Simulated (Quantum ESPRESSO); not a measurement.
# Magnetic state of NiO from several starts, part 3 of 3

Aim: find out which collinear order of NiO costs least.

Quantum ESPRESSO 7.5; PBE; plane waves with GBRV 1.5 PBE potentials, no spin-orbit coupling.

So far. Step 6 (The states side by side): An order is kept where moments of 0.15 μB or more survive with the typed signs; meshes match where a doubled cell samples the same k points as the first cell.

## Step 9: Spin–orbit coupling, moments along [001]

Level of this step: PBE; plane waves with PseudoDojo 0.4 FR PBE standard potentials, spin-orbit coupling (Quantum ESPRESSO).

Fully relativistic PseudoDojo files and two-component spinors; the moments start along the axis and are free to turn.

Contents of pw.in:

```
&CONTROL
  calculation = 'scf'
  prefix = 'pwscf'
  outdir = './tmp'
  pseudo_dir = './pseudo_fr'
  disk_io = 'nowf'
/
&SYSTEM
  ibrav = 0
  celldm(1) = 8
  nat = 4
  ntyp = 3
  ecutwfc = 98
  nbnd = 66
  occupations = 'smearing'
  smearing = 'fd'
  degauss = 0.00734986
  noncolin = .true.
  lspinorb = .true.
  starting_magnetization(1) = 0.1111
  angle1(1) = 0
  angle2(1) = 0
  starting_magnetization(2) = 0.1111
  angle1(2) = 180
  angle2(2) = -180
  starting_magnetization(3) = 0
/
&ELECTRONS
  conv_thr = 8d-11
  electron_maxstep = 150
  mixing_beta = 0.3
/
ATOMIC_SPECIES
Ni1    58.6934 Ni.upf
Ni2    58.6934 Ni.upf
O      15.9990 O.upf
CELL_PARAMETERS alat
   0.0000000000000    0.4927228531442    0.4927228531442
   0.4927228531442    0.0000000000000    0.4927228531442
   0.9854457062883    0.9854457062883    0.0000000000000
ATOMIC_POSITIONS crystal
Ni1     0.0000000000    0.0000000000    0.0000000000
Ni2     0.0000000000    0.0000000000    0.5000000000
O       0.5000000000    0.5000000000    0.2500000000
O       0.5000000000    0.5000000000    0.7500000000
K_POINTS automatic
8 8 4 0 0 0
HUBBARD {ortho-atomic}
U Ni1-3d 0.0001
U Ni2-3d 0.0001
```

Launch:

```sh
> OMP_NUM_THREADS=1 mpirun -n 4 pw.x -nk 4 -in pw.in > pw.out
```

What it wrote:

```text
[banner, memory and clock lines left out]
Program PWSCF v.7.5 starts

     Fixed quantization axis for GGA:     0.000000    0.000000    1.000000
     Message from routine setup:
     using ibrav=0 with symmetry is DISCOURAGED, use correct ibrav instead

     bravais-lattice index     =            0
     lattice parameter (alat)  =       8.0000  a.u.
     unit-cell volume          =     244.9842 (a.u.)^3
     number of atoms/cell      =            4
     number of atomic types    =            3
     number of electrons       =        48.00
     number of Kohn-Sham states=           66
     kinetic-energy cutoff     =      98.0000  Ry
     charge density cutoff     =     392.0000  Ry
     scf convergence threshold =      8.0E-11
     mixing beta               =       0.3000
     number of iterations used =            8  plain     mixing
     Exchange-correlation= PBE
                           (   1   4   3   4   0   0   0)
     Noncollinear calculation with spin-orbit

     Hubbard projectors: ortho-atomic
     Hubbard parameters of DFT+U (Dudarev formulation) in eV:
     U(Ni1-3d) =  0.0001
     U(Ni2-3d) =  0.0001

     Internal variables: lda_plus_u =T, lda_plus_u_kind = 0

     Internal variables: orbital_resolved =F, hub_pot_fix =F, apply_U = F

     [... lines left out ...]
     PseudoPot. # 1 for Ni read from file:
     Ni.upf
     Pseudo is Norm-conserving + core correction, Zval = 18.0

     PseudoPot. # 2 for Ni read from file:
     Ni.upf
     Pseudo is Norm-conserving + core correction, Zval = 18.0

     PseudoPot. # 3 for O  read from file:
     O.upf
     Pseudo is Norm-conserving + core correction, Zval =  6.0

     atomic species   valence    mass     pseudopotential
     Ni1              18.00    58.69340     Ni( 1.00)
     Ni2              18.00    58.69340     Ni( 1.00)
     O                 6.00    15.99900     O ( 1.00)

      4 Sym. Ops., with inversion, found

   Cartesian axes

     site n.     atom                  positions (alat units)
         1        Ni1    tau(   1) = (   0.0000000   0.0000000   0.0000000  )
         2        Ni2    tau(   2) = (   0.4927229   0.4927229   0.0000000  )
         3        O      tau(   3) = (   0.4927229   0.4927229   0.4927229  )
         4        O      tau(   4) = (   0.9854457   0.9854457   0.4927229  )

     number of k points=    78  Fermi-Dirac smearing, width (Ry)=  0.0073

     Dense  grid:    32193 G-vectors     FFT dimensions: (  36,  36,  72)

     Generating pointlists ...
     new r_m :   0.2032 (alat units)  1.6260 (a.u.) for type    1
     new r_m :   0.2032 (alat units)  1.6260 (a.u.) for type    2
     new r_m :   0.2032 (alat units)  1.6260 (a.u.) for type    3

     Initial potential from superposition of free atoms

     starting charge      47.9995, renormalised to      48.0000

     STARTING HUBBARD OCCUPATIONS:

     ================= HUBBARD OCCUPATIONS ================
     ------------------------ ATOM    1 ------------------------
     Tr[ns(  1)] (up, down, total) =   5.00000  3.00000  8.00000
     [... lines left out ...]
     Atomic magnetic moment mx, my, mz =     0.000000    0.000000    2.000000
     ------------------------ ATOM    2 ------------------------
     Tr[ns(  2)] (up, down, total) =   3.00000  5.00000  8.00000
     [... lines left out ...]
     Atomic magnetic moment mx, my, mz =    -0.000000   -0.000000   -2.000000

     Number of occupied Hubbard levels =   16.0000

     atom number    1 relative position :    0.0000   0.0000   0.0000
     charge :    15.639724  (integrated on a sphere of radius 0.203)
     magnetization :         -0.000000   -0.000000    1.717634
     magnetization/charge:   -0.000000   -0.000000    0.109825
     polar coord.: r, theta, phi [deg] :     1.717634    0.000000  360.000000

     atom number    2 relative position :    0.4927   0.4927   0.0000
[...]
atom number    4 relative position :    0.9854   0.9854   0.4927
     charge :     5.401406  (integrated on a sphere of radius 0.203)
     magnetization :         -0.000000   -0.000000   -0.000000
     magnetization/charge:   -0.000000   -0.000000   -0.000000
     polar coord.: r, theta, phi [deg] :     0.000000  360.000000  360.000000

     Atomic wfc used for Hubbard projectors are orthogonalized

     Starting wfcs are   56 randomized atomic wfcs +   10 random wfcs

     Self-consistent Calculation

     iteration #  1     ecut=    98.00 Ry     beta= 0.30
     Davidson diagonalization with overlap
     ethr =  1.00E-02,  avg # of iterations =  4.7

     ================= HUBBARD OCCUPATIONS ================
     ------------------------ ATOM    1 ------------------------
     Tr[ns(  1)] (up, down, total) =   4.88885  3.49619  8.38504
     [... lines left out ...]
     Atomic magnetic moment mx, my, mz =    -0.000037   -0.000037    1.392666
     ------------------------ ATOM    2 ------------------------
     Tr[ns(  2)] (up, down, total) =   3.49620  4.88885  8.38505
     [... lines left out ...]
     Atomic magnetic moment mx, my, mz =     0.000037    0.000037   -1.392654

     Number of occupied Hubbard levels =   16.7701

     Threshold (ethr) on eigenvalues was too large:
     Diagonalizing with lowered threshold

     Davidson diagonalization with overlap
     ethr =  8.80E-04,  avg # of iterations =  1.5

     total energy              =    -737.01713512 Ry
     estimated scf accuracy    <       0.41990606 Ry

     total magnetization       =    -0.00    -0.00    -0.00 Bohr mag/cell
     absolute magnetization    =     2.98 Bohr mag/cell

     [... further iterations left out ...]

     iteration #108     ecut=    98.00 Ry     beta= 0.30
     Davidson diagonalization with overlap
     ethr =  2.40E-13,  avg # of iterations =  4.0

     atom number    1 relative position :    0.0000   0.0000   0.0000
     charge :    15.678676  (integrated on a sphere of radius 0.203)
     magnetization :         -0.000015   -0.000015    1.379256
     magnetization/charge:   -0.000001   -0.000001    0.087970
     polar coord.: r, theta, phi [deg] :     1.379256    0.000901 -135.000000

     atom number    2 relative position :    0.4927   0.4927   0.0000
     charge :    15.678672  (integrated on a sphere of radius 0.203)
     magnetization :          0.000017    0.000017   -1.379260
     magnetization/charge:    0.000001    0.000001   -0.087970
     polar coord.: r, theta, phi [deg] :     1.379260  179.998976   45.000000

     atom number    3 relative position :    0.4927   0.4927   0.4927
     charge :     5.673279  (integrated on a sphere of radius 0.203)
     magnetization :         -0.000000   -0.000000    0.000003
     magnetization/charge:   -0.000000   -0.000000    0.000001
     polar coord.: r, theta, phi [deg] :     0.000003    2.579505 -135.000000

     atom number    4 relative position :    0.9854   0.9854   0.4927
     charge :     5.673279  (integrated on a sphere of radius 0.203)
     magnetization :         -0.000000   -0.000000    0.000003
     magnetization/charge:   -0.000000   -0.000000    0.000001
     polar coord.: r, theta, phi [deg] :     0.000003    2.579505 -135.000000

     End of self-consistent calculation

     ================= HUBBARD OCCUPATIONS ================
     ------------------------ ATOM    1 ------------------------
     Tr[ns(  1)] (up, down, total) =   4.91989  3.53543  8.45533
     [... lines left out ...]
     Atomic magnetic moment mx, my, mz =    -0.000015   -0.000015    1.384459
     ------------------------ ATOM    2 ------------------------
     Tr[ns(  2)] (up, down, total) =   3.53543  4.91989  8.45532
     [... lines left out ...]
     Atomic magnetic moment mx, my, mz =     0.000017    0.000017   -1.384463

     Number of occupied Hubbard levels =   16.9106
     [... lines left out ...]
     the Fermi energy is    14.8105 ev

!    total energy              =    -737.08982107 Ry
     estimated scf accuracy    <          6.6E-11 Ry
     smearing contrib. (-TS)   =      -0.00023450 Ry
     internal energy E=F+TS    =    -737.08958657 Ry

     The total energy is F=E-TS. E is the sum of the following terms:
     one-electron contribution =    -372.85146119 Ry
     hartree contribution      =     216.71658130 Ry
     xc contribution           =    -102.50809539 Ry
     ewald contribution        =    -478.44661501 Ry
     Hubbard energy            =       0.00000371 Ry

     total magnetization       =     0.00     0.00     0.00 Bohr mag/cell
     absolute magnetization    =     3.06 Bohr mag/cell

     convergence has been achieved in 108 iterations
```

Run time: 40 min. Hardware: 4 MPI ranks of Arm Neoverse V2, shared host; peak memory 1.6 GiB; 2.7 h of CPU time.

Spin moment in the atom's sphere by atom:

```csv
atom,x (μB),y (μB),z (μB),size
Ni1,0.00,0.00,1.38,1.38
Ni2,0.00,0.00,-1.38,1.38
O3,0.00,0.00,0.00,0.00
O4,0.00,0.00,0.00,0.00
```

Numbers from this step:

- smearing term TS: 0.003191 eV
- magnetization: 0, 0, 0 μB
- absolute magnetization: 3.061 μB
- final state: antiferromagnetic

Orbital moments, from the spinor occupation matrices of the projected shells that the run saves (a U of 0.0001 eV is typed only to have them written):

```csv
atom,"spin moment along the axis, in the sphere (μB)","orbital moment along the axis, projected shell (μB)"
Ni1,1.379,0.127
Ni2,-1.379,-0.127
```

## Step 10: Results

| Quantity | Value |
| --- | --- |
| lowest state found | antiferromagnetic (from antiferro q=(0,0,1/2) +-) |
| largest site moment | 1.33 μB |
| next state with moments | ferromagnetic, 240 meV a seeded atom higher |
| state without moments | 281 meV a seeded atom higher |
| orbital moment of Ni1 along its spin, axis [001] | 0.127 μB |

**Reading.** The largest moment reads 1.33 μB in the sphere and 1.32 μB by Löwdin projection; a site moment hangs on how space is shared out. The orbital moment of the largest spin is parallel to it; semilocal functionals usually give too small a size. Only these 4 starts were compared; other wavevectors, canted and longer-period orders were not. Energies are free energies at an electronic temperature of 1160 K, which lowers moments and differences where the moments are itinerant. No Hubbard term acts here. In such compounds local and semilocal functionals without one often delocalise the d electrons, and can shrink or lose moments and miss the size, sign and order of the couplings.

[Logs and program files are shortened in this print: banners, set-up blocks, solver, clock and traceback lines can be left out without a mark of their own.]

[Logs are printed without paths, hosts, clocks, repeated set-up lines and the standing remarks that a program may print on its own settings, such as how far it seeks lower states.]

[Hosts, paths, dates, database ids (printed as entryN), source tags and the programs' standing remarks are cut or masked in the printed files.]

[Where a cell is said to come from a database of computed structures, the database is the Materials Project.]
